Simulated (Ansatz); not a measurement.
# Anharmonic phonons and stability of ThIn3 (Pm-3m)

Wanted: self-consistent phonon frequencies, thermal pressure and a stability verdict for ThIn3.

Calculated with Ansatz 0.2.0; DFT PBEsol, scalar-relativistic, plane waves, PAW.

### 1. Set-up

It takes space group Pm-3m (No. 221, cubic). The conventional cell has a = 4.960 Å, b = 4.960 Å, c = 4.960 Å, α = 90.00°, β = 90.00°, γ = 90.00°. Th has 12 In at 3.51 Å nearest. Nearest to In lie 4 Th at 3.51 Å and 8 In at 3.51 Å. Farther neighbours are not listed.

Structure file:

```cif
data_structure
_symmetry_space_group_name_H-M 'P 1'
_symmetry_Int_Tables_number 1
_cell_length_a 4.9600
_cell_length_b 4.9600
_cell_length_c 4.9600
_cell_angle_alpha 90.000
_cell_angle_beta 90.000
_cell_angle_gamma 90.000
_cell_volume 122.02
loop_
_atom_site_label
_atom_site_type_symbol
_atom_site_fract_x
_atom_site_fract_y
_atom_site_fract_z
_atom_site_occupancy
Th1 Th 0.00000 0.00000 0.00000 1
In2 In 0.00000 0.50000 0.50000 1
In3 In 0.50000 0.00000 0.50000 1
In4 In 0.50000 0.50000 0.00000 1
```

### 2. A first coarse run

A cheap single point shows whether the cell is a metal or an insulator and how far it is from rest; that sets the k-mesh and the occupations of what follows.

Input file input.yaml:

```yaml
crystal:
  lattice:
    - [4.96, 0.0, 0.0]
    - [0.0, 4.96, 0.0]
    - [0.0, 0.0, 4.96]
  atoms:
    - { symbol: Th, position: [0.0, 0.0, 0.0] }
    - { symbol: In, position: [0.0, 0.5, 0.5] }
    - { symbol: In, position: [0.5, 0.0, 0.5] }
    - { symbol: In, position: [0.5, 0.5, 0.0] }
kpoints:
  mp_grid: { grid: [4, 4, 4] }
hamiltonian:
  xc: pbesol
scf:
  occupations: { method: gaussian, width: 0.1 }
output:
  forces: true
  stress: true
  eigenvalues: true
```

Command:

```bash
$ ansatz run input.yaml --threads 18 --pin off --max-ram 92160MiB --backend cuda --events-out ev --progress --plain --runs-dir out
```

Numbers of over 12 decimals in the logs are rounded to 6 here.

What it wrote:

```text
Engine: ansatz 0.2.0, aarch64-unknown-linux-gnu
Pseudopotentials: kind: paw
Pseudopotential: Th, paw, valence charge 12, recommended cutoff 420 eV (normal), Th.paw.azcp
Pseudopotential: In, paw, valence charge 13, recommended cutoff 420 eV (normal), In.paw.azcp
Functional definition: PBEsol
  exchange = pbesol_x
  correlation = pbesol_c
device memory: the entry about to start is reckoned to put 1.3 GiB on a device that reports 182.5 GiB free
GPU FFT provider: cuFFT
GPU libraries: cuBLAS 13.8.1, cuFFT 12.4.0, cuSOLVER 12.3.2
GPU matrix products: emulated (plane waves: as basis.precision tells), large ones in fixed point in workspaces of 1.00 GiB
Crystal: 4 atoms, lattice volume = 122.024 Å³
Basis set: ecut = 420 eV, 2373 PW (Γ), exchange–correlation on 72×72×72 points (8 copies of the dense FFT grid, shifted against one another)
Bands: 31, of which v1, the nominal top of the filled ones, is band 26 counted from 1 (25 counted from 0)
Symmetry: 48 space group operations
Space group: Pm-3m (ITA 221), of the structure as read, at distance tolerance 5.0e-5 Å
k-points: 10 of 64
Non-local potential: Th, projectors of the file, l = 0: 3, l = 1: 2, l = 2: 2, l = 3: 3
Non-local potential: In, projectors of the file, l = 0: 2, l = 1: 2, l = 2: 2, l = 3: 2
PAW form: soft (Blöchl's): semilocal exchange-correlation on the pseudo side does not see the compensation charge
PAW frozen core: Th, regenerated for the run's functional, and the local potential with it (the file was generated under x = pbe(κ = 0.804, μ = 0.219515), c = pbe(β = 0.066725))
PAW frozen core: In, regenerated for the run's functional, and the local potential with it (the file was generated under x = pbe(κ = 0.804, μ = 0.219515), c = pbe(β = 0.066725))
PAW one-centre angular grid: Th, 590 points (default); XC on 64 Gauss nodes
PAW one-centre angular grid: In, 590 points (default); XC on 64 Gauss nodes
Initial density: superposition of atomic densities (neutral atoms: chi_scale 0, normalization atom), corrected by the library's trained network
Initial wavefunctions: pseudopotential atomic-orbital guess
GPU buffer pool allocated for 46656 grid points (all kernels)
GPU transforms: local potential and band sums: pruned to the plane-wave sphere, on 36×36×36
Functional: x = pbesol(κ = 0.804, μ = 0.123457), c = pbesol(β = 0.046)
SCF iter   1: F=—  HF=-29633.238660 eV  |F-HF|=—  |Δ(HF+E_count)|=         —  Δρ=2.84e-3  dr2=7.23e-3  ethr=1.77e-3  ⟨swp⟩=5.9  Hψ=1259  notcnv=0
preconditioner: auto → Kerker (q_TF=auto, 2.359 Å⁻¹)  [metal: Δε(μ)=0.022 eV  Ē_g=12.736 eV  σ=0.100 eV  W_gap=0.12  n_scr=26 (ndim 8)  ℏωp=23.5 eV  f_vac=0.000  D(μ)=7.34/eV (n_scr^D=80)]
SCF iter   2: F=—  HF=-29633.236484 eV  |F-HF|=—  |Δ(HF+E_count)|=   2.18e-3  Δρ=1.15e-3  dr2=1.34e-3  ethr=1.42e-5  ⟨swp⟩=2.0  Hψ=618  notcnv=0
SCF iter   3: F=—  HF=-29633.236394 eV  |F-HF|=—  |Δ(HF+E_count)|=   9.03e-5  Δρ=3.31e-4  dr2=1.45e-4  ethr=2.63e-6  ⟨swp⟩=2.0  Hψ=491  notcnv=0
SCF iter   4: F=—  HF=-29633.236432 eV  |F-HF|=—  |Δ(HF+E_count)|=   3.85e-5  Δρ=6.34e-5  dr2=8.50e-6  ethr=2.84e-7  ⟨swp⟩=2.6  Hψ=465  notcnv=0
SCF iter   5: F=—  HF=-29633.236372 eV  |F-HF|=—  |Δ(HF+E_count)|=   6.04e-5  Δρ=1.87e-5  dr2=6.74e-7  ethr=1.67e-8  ⟨swp⟩=2.0  Hψ=363  notcnv=0
SCF iter   6: F=-29633.236372 eV  HF=-29633.236372 eV  |F-HF|=2.02e-8  |Δ(HF+E_count)|=   1.09e-8  Δρ=4.56e-6  dr2=5.14e-8  ethr=1.96e-10  ⟨swp⟩=7.2  Hψ=1805  notcnv=0
SCF 1 converged in 6 iterations: F = -29633.236372 eV  dr2 = 5.14e-8
  greatest PAW one-centre occupation: 0.982 electrons in one spin orbital (limit 2), on the In atom at site 3 (counted from 0), in its partial waves of l = 2
SCF converged after 6 iterations
Free energy (F): -29633.236372 eV
Harris-Foulkes:  -29633.236372 eV  (|F-HF|=2.02e-8)
Internal energy: -29633.199455 eV  (E = F + TS)
E sigma→0 (E₀):  -29633.217914 eV
Entropy (-TS):   -0.036917 eV (-9.229 meV/atom)
Fermi energy:    10.214374 eV
--- Per-component energies (eV) ---
  E_band       = -130.131143
  E_kinetic    = 943.216181
  E_local      = -3814.495219  (includes V_loc(G=0)·N_el)
  E_nonlocal   = 1260.302347
  E_hartree    = 1450.930159
  E_xc         = -1023.797448
  E_vxc        = -473.702237  (∫ρ·V_xc dr)
  E_paw        = -24120.149321  (= ΣΔE_a)
  E_vpaw       = -947.310155  (= ΣTr[D̂ρ^β])
  E_aug_tail   = 0.000075  (compensation charges beyond the density's cutoff)
  E_ewald      = -4330.051266
  E_core_change = 0.845036  (= ΣΔE_core)
  E_smearing   = -0.036917  (= −TS)
  E_closure    = -0.000000  (closes the sum)
  Σ components = -29633.236372   (vs F -29633.236372, Δ=0.00e0)
--- Forces (eV/Å), atoms counted from 1 ---
  atom   1  Th     0.00000000     0.00000000    -0.00000000
  atom   2  In    -0.00000000    -0.00000000     0.00000000
  atom   3  In     0.00000000    -0.00000000     0.00000000
  atom   4  In     0.00000000     0.00000000     0.00000000
  max |Σ_I F_I| component: 4.79e-23 eV/Å
--- Stress (GPa, compression-positive) ---
       -8.824767       0.000000       0.000000
        0.000000      -8.824767       0.000000
        0.000000       0.000000      -8.824767
  P = ⅓ Tr σ = -8.8248 GPa (-88.248 kbar)
--- Band table (eV; the first three rows and the last of 10) ---
  k-point 0: bands = [... 22 lower, 9.1868, 9.1868, 9.1868, 11.0678, 11.0678, 11.0678, 11.7485, 11.8447, ... 1 higher]
  k-point 1: bands = [... 22 lower, 9.0247, 9.0247, 9.8255, 10.1073, 10.8079, 10.8079, 11.7215, 11.8408, ... 1 higher]
  k-point 2: bands = [... 22 lower, 8.8124, 8.8124, 8.9904, 10.8447, 10.8447, 11.3288, 11.3393, 11.7054, ... 1 higher]
  k-point 9: bands = [... 22 lower, 7.3925, 8.8797, 8.8797, 8.8797, 11.6254, 11.6254, 11.6254, 11.7407, ... 1 higher]
```

Wall time 1.4 s (1 × NVIDIA GB200 with 18 threads of Arm Neoverse V2, shared host); peak memory 1.1 GiB; 2.3 s of CPU time.

In the SCF lines HF is the Harris–Foulkes energy and dr2 the Hartree energy of the density residual, in eV; the loop may stop once dr2 is under the threshold and the program's other checks hold. Hψ counts applications of the Hamiltonian.

This step gave:

| Item | Value |
| --- | --- |
| pressure | -8.825 GPa |
| volume per atom | 30.51 Å³/atom |
| gap on the k-mesh | 0 eV |

The start is under -8.8 GPa at this level and looks like a metal on this mesh.

### 3. Single point at the given cell, occupations Gaussian, smearing width 0.1 eV

The cell is kept at the size of the database entry and symmetry fixes every atom, so there is nothing to relax; the run only refines mesh or occupations.

Changes to input.yaml since step 2:

```diff
@@ -11,3 +11,3 @@
 kpoints:
-  mp_grid: { grid: [4, 4, 4] }
+  mp_grid: { grid: [8, 8, 8] }
 hamiltonian:
```

The mesh is denser.

What it wrote:

```text
[...]
GPU FFT provider: cuFFT
GPU libraries: cuBLAS 13.8.1, cuFFT 12.4.0, cuSOLVER 12.3.2
[...]
Crystal: 4 atoms, lattice volume = 122.024 Å³
Basis set: ecut = 420 eV, 2373 PW (Γ), exchange–correlation on 72×72×72 points (8 copies of the dense FFT grid, shifted against one another)
Bands: 31, of which v1, the nominal top of the filled ones, is band 26 counted from 1 (25 counted from 0)
Symmetry: 48 space group operations
[...]
k-points: 35 of 512
[...]
GPU buffer pool allocated for 46656 grid points (all kernels)
[...]
SCF iter   1: F=—  HF=-29633.247752 eV  |F-HF|=—  |Δ(HF+E_count)|=         —  Δρ=2.79e-3  dr2=6.94e-3  ethr=1.77e-3  ⟨swp⟩=6.0  Hψ=4163  notcnv=0
[...]
SCF iter   6: F=-29633.246205 eV  HF=-29633.246205 eV  |F-HF|=1.12e-8  |Δ(HF+E_count)|=   1.15e-7  Δρ=5.70e-6  dr2=6.15e-8  ethr=1.96e-10  ⟨swp⟩=5.7  Hψ=6692  notcnv=0
SCF 1 converged in 6 iterations: F = -29633.246205 eV  dr2 = 6.15e-8
[...]
SCF converged after 6 iterations
Free energy (F): -29633.246205 eV
[...]
Internal energy: -29633.230948 eV  (E = F + TS)
E sigma→0 (E₀):  -29633.238576 eV
Entropy (-TS):   -0.015257 eV (-3.814 meV/atom)
Fermi energy:    10.314884 eV
[...]
--- Stress (GPa, compression-positive) ---
       -8.797504      -0.000000       0.000000
        0.000000      -8.797504       0.000000
        0.000000       0.000000      -8.797504
  P = ⅓ Tr σ = -8.7975 GPa (-87.975 kbar)
--- Band table (eV; the first three rows and the last of 35) ---
  k-point 0: bands = [... 22 lower, 9.1874, 9.1874, 9.1874, 11.0615, 11.0615, 11.0615, 11.7380, 11.8356, ... 1 higher]
  k-point 1: bands = [... 22 lower, 9.1475, 9.1475, 9.3560, 10.7866, 10.9315, 10.9315, 11.7280, 11.8315, ... 1 higher]
  k-point 2: bands = [... 22 lower, 9.0235, 9.0235, 9.8240, 10.1042, 10.8030, 10.8030, 11.7112, 11.8327, ... 1 higher]
  k-point 34: bands = [... 22 lower, 7.3955, 8.8802, 8.8802, 8.8802, 11.6171, 11.6171, 11.6171, 11.7334, ... 1 higher]
```

Run time: 1.4 s. Hardware: 1 × NVIDIA GB200 with 18 threads; peak memory 1.1 GiB; 2.5 s of CPU time.

This step gave:

| Quantity | Value |
| --- | --- |
| pressure | -8.798 GPa |

The static pressure at this volume is -8.8 GPa, so this functional's own equilibrium cell is smaller.

### 4. The given cell once more, occupations Methfessel-Paxton, smearing width 0.2 eV

The cell is kept at the size of the database entry and symmetry fixes every atom, so there is nothing to relax; the run only refines mesh or occupations.

Changes to input.yaml since step 3:

```diff
@@ -15,3 +15,3 @@
 scf:
-  occupations: { method: gaussian, width: 0.1 }
+  occupations: { method: methfessel_paxton, width: 0.2 }
 output:
```

What it wrote:

```text
[...]
GPU FFT provider: cuFFT
GPU libraries: cuBLAS 13.8.1, cuFFT 12.4.0, cuSOLVER 12.3.2
[...]
Crystal: 4 atoms, lattice volume = 122.024 Å³
Basis set: ecut = 420 eV, 2373 PW (Γ), exchange–correlation on 72×72×72 points (8 copies of the dense FFT grid, shifted against one another)
Bands: 31, of which v1, the nominal top of the filled ones, is band 26 counted from 1 (25 counted from 0)
Symmetry: 48 space group operations
[...]
k-points: 35 of 512
[...]
GPU buffer pool allocated for 46656 grid points (all kernels)
[...]
SCF iter   1: F=—  HF=-29633.240229 eV  |F-HF|=—  |Δ(HF+E_count)|=         —  Δρ=2.78e-3  dr2=6.98e-3  ethr=1.77e-3  ⟨swp⟩=5.5  Hψ=4026  notcnv=0
[...]
SCF iter   6: F=-29633.238670 eV  HF=-29633.238670 eV  |F-HF|=1.60e-8  |Δ(HF+E_count)|=   1.03e-7  S|Δr|=    0.00e0  Δρ=5.73e-6  dr2=6.52e-8  ethr=1.96e-10  ⟨swp⟩=5.7  Hψ=6140  notcnv=0
SCF 1 converged in 6 iterations: F = -29633.238670 eV  dr2 = 6.52e-8
[...]
SCF converged after 6 iterations
Stability not checked: this state was not tested for a lower state beside it, because cold or Methfessel-Paxton smearing, or corrected tetrahedra, fill the levels in a way that the test cannot read (fill_not_monotonic; see scf.lower_state_search)
Free energy (F): -29633.238670 eV
[...]
Internal energy: -29633.238118 eV  (E = F + TS)
E sigma→0 (E₀):  -29633.238532 eV
Entropy (-TS):   -0.000552 eV (-0.138 meV/atom)
Fermi energy:    10.316080 eV
[...]
--- Stress (GPa, compression-positive) ---
       -8.810578       0.000000       0.000000
        0.000000      -8.810578      -0.000000
        0.000000      -0.000000      -8.810578
  P = ⅓ Tr σ = -8.8106 GPa (-88.106 kbar)
--- Band table (eV; the first three rows and the last of 35) ---
  k-point 0: bands = [... 22 lower, 9.1871, 9.1871, 9.1871, 11.0597, 11.0597, 11.0597, 11.7351, 11.8351, ... 1 higher]
  k-point 1: bands = [... 22 lower, 9.1472, 9.1472, 9.3558, 10.7853, 10.9300, 10.9300, 11.7252, 11.8298, ... 1 higher]
  k-point 2: bands = [... 22 lower, 9.0233, 9.0233, 9.8237, 10.1037, 10.8019, 10.8019, 11.7085, 11.8303, ... 1 higher]
  k-point 34: bands = [... 22 lower, 7.3951, 8.8802, 8.8802, 8.8802, 11.6146, 11.6146, 11.6146, 11.7308, ... 1 higher]
```

Run time: 1.4 s. Hardware: 1 × NVIDIA GB200 with 18 threads; peak memory 1.1 GiB; 2.6 s of CPU time.

Numbers from this step:

```
pressure : -8.811 GPa
```

The static pressure at this volume is -8.8 GPa, so this functional's own equilibrium cell is smaller.

### 5. An input with a fault

This input was changed on purpose, to see how the program answers.

input.yaml, the sections that differ from step 4:

```yaml
kpoints:
  mp_grid: { grid: [6, 6, 6] }
scf:
  occupations: { method: methfessel_paxton, width: 0.2 }
  max_iter: 100
output:
  eigenvalues: true
phonons:
  supercell: [2, 2, 2]
  dielectric: false
  self_consistent: { temperatures: [300], max_frequency_error: 0 }
# crystal, hamiltonian: as in step 4
```

What it wrote:

```text
Error: invalid value for `phonons.self_consistent.max_frequency_error`: must be finite and > 0; got 0
```

The job ended after 0.02 s (18 threads; peak memory 0.035 GiB).

The program refused the input before any cycle.

The program's message: “Error: invalid value for `phonons.self_consistent.max_frequency_error`: must be finite and > 0; got 0”

The fault put into the input: an error target of zero.

[end of part 1 of 3]

[Logs are printed without paths, hosts, clocks, repeated set-up lines and the standing remarks that a program may print on its own settings, such as how far it seeks lower states.]

[Hosts, paths, dates, database ids (printed as entryN), source tags and the programs' standing remarks are cut or masked in the printed files.]

[A step with changed settings may run another functional than the one named; its input shows which.]
